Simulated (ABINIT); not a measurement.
Planning a run of ABINIT 10.8.3 on CdTe (F-43m). The input:

```
acell 3*1.0 Angstrom
rprim 
  0.000000000000 3.240000000000 3.240000000000
  3.240000000000 0.000000000000 3.240000000000
  3.240000000000 3.240000000000 0.000000000000
ntypat 2
znucl 48 52
natom 2
typat 1 2
xred 
  0.000000000000 0.000000000000 0.000000000000
  0.250000000000 0.250000000000 0.250000000000
pp_dirpath "pseudos"
pseudos "Cd.upf, Te.upf"
ecut 47
ngkpt 4 4 4
nshiftk 1
shiftk 0 0 0
kptopt 1
chksymbreak 0
istwfk *1
occopt 1
irdwfk 1
optdriver 3
nband 101
ecuteps 4
inclvkb 2
awtr 1
symchi 1
gwcalctyp 28
mbpt_sciss 1.137 eV
nqptdm 1
qptdm 
  0 0 0
indata_prefix "in"
outdata_prefix "out"
tmpdata_prefix "tmp"
```

```sh
OMP_NUM_THREADS=1 mpirun -n 4 abinit run.abi > log
```

Question: Estimate wall time and host memory on 4 MPI ranks of Arm Neoverse V1, shared host.

It took 16 s; on shared hardware allow 8.1 s to 32 s. Peak host memory was 1.5 GiB.

[Paths, hosts, dates, memory and timing lines, banners, echoed tables and standing remarks are left out of the program output.]

[Logs are printed without paths, hosts, clocks, repeated set-up lines and the standing remarks that a program may print on its own settings, such as how far it seeks lower states.]

[Runs of the session that timed out or met a known fault of the program may be left out.]

[No measured gap is set beside runs whose start may be inverted or whose files or cutoffs have a known fault.]

[Hosts, paths, dates, database ids (printed as entryN), source tags and the programs' standing remarks are cut or masked in the printed files.]

[G0W0 gaps are taken among the corrected bands and points alone; a level outside them can change the order at an edge.]

[Where Ansatz stands beside ABINIT at settings called matched, ABINIT's density can come from a denser mesh and the files from another edition; pairs whose starting gaps differed by over 0.03 eV were left out, so agreement reads better than it is.]
